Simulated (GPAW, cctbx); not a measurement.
# By hand: from a DFT structure factor to an extinction distance in KPbF3

KPbF3, P6_3/mmc (no. 194), a = 6.1468 Å, b = 6.1468 Å, c = 6.7847 Å, α = 90.00°, β = 90.00°, γ = 120.00°.

```
atom  mult.       x       y    z
 Pb1      2       0       0  1/2
  K1      2     2/3     1/3  1/4
  F1      6  0.1656  0.8344  1/4
```

The cell comes from substitution in a known structure type and wasn't matched to any measured phase.

A DFT run (GPAW, PBE, 550 eV, 4×4×3 k-points (along the axes of the calculation cell), Fermi–Dirac width 0.05 eV) gives the static X-ray structure factor of 101 as 13.754 e for the conventional cell; superposed free atoms give 14.361 e. **Problem.** Find the Fourier component V of the crystal potential and the two-beam extinction distance at 300 kV in both cases.

**1. Geometry**

The cell volume is Ω = 222.00 Å³ and d(101) = 4.1881 Å, so g = 1/d = 0.2388 Å⁻¹.

**2. The nuclei**

Electrons feel nuclei as well as electrons, so the nuclear charges are summed with the same phases.

Phase sums Σ exp(2πi h·x), turned so that the total is real and positive: Pb 0.000, K +1.732, F -1.707. Then F_Z = 82 × (0.000) + 19 × (+1.732) + 9 × (-1.707) = 17.55 e. The electron term has the same sign for this reflection.

**3. Mott–Bethe**

Poisson's equation, term by term, gives V = (e/4πε₀)(F_Z − F)/(πΩg²), with e/4πε₀ = 14.3996 V Å.

The prefactor is 14.3996 × 4.1881²/(π × 222.00) = 0.36214 V per electron. Free atoms: (17.55 − 14.361) × 0.36214 = 1.155 V. Crystal: (17.55 − 13.754) × 0.36214 = 1.375 V. F changes by -4.23 % and V by +19.0 %: the same 0.61 e is measured against F_Z − F = 3.2 e in place of F = 14.4 e.

**4. Extinction distance**

In the two-beam case ξ = 1/(λU) with U = 2γm₀eV/h², that is ξ = 150.41 V Å²/(γλV).

At 300 kV, λ = 0.01969 Å and γ = 1.5871. Free atoms: ξ = 4169 Å. Crystal: ξ = 3502 Å. The thickness fringes go as sin²(πt/ξ), so the two patterns slip by a quarter of a period when t|1/ξ₁ − 1/ξ₀| = 1/4, at t ≈ 547 nm. Thermal motion, absorption and many-beam coupling, left out here, change a real pattern.

**5. Answer**

V(101) is 1.37 V against 1.15 V, and ξ is 3502 against 4169 Å. Limits: static atoms, two beams.

[Outputs are excerpts: Python notices, other lines and further rows are left out; steps that failed or that the build refused (PBEsol, TPSS) are not shown.]

[Logs are printed without paths, hosts, clocks, repeated set-up lines and the standing remarks that a program may print on its own settings, such as how far it seeks lower states.]
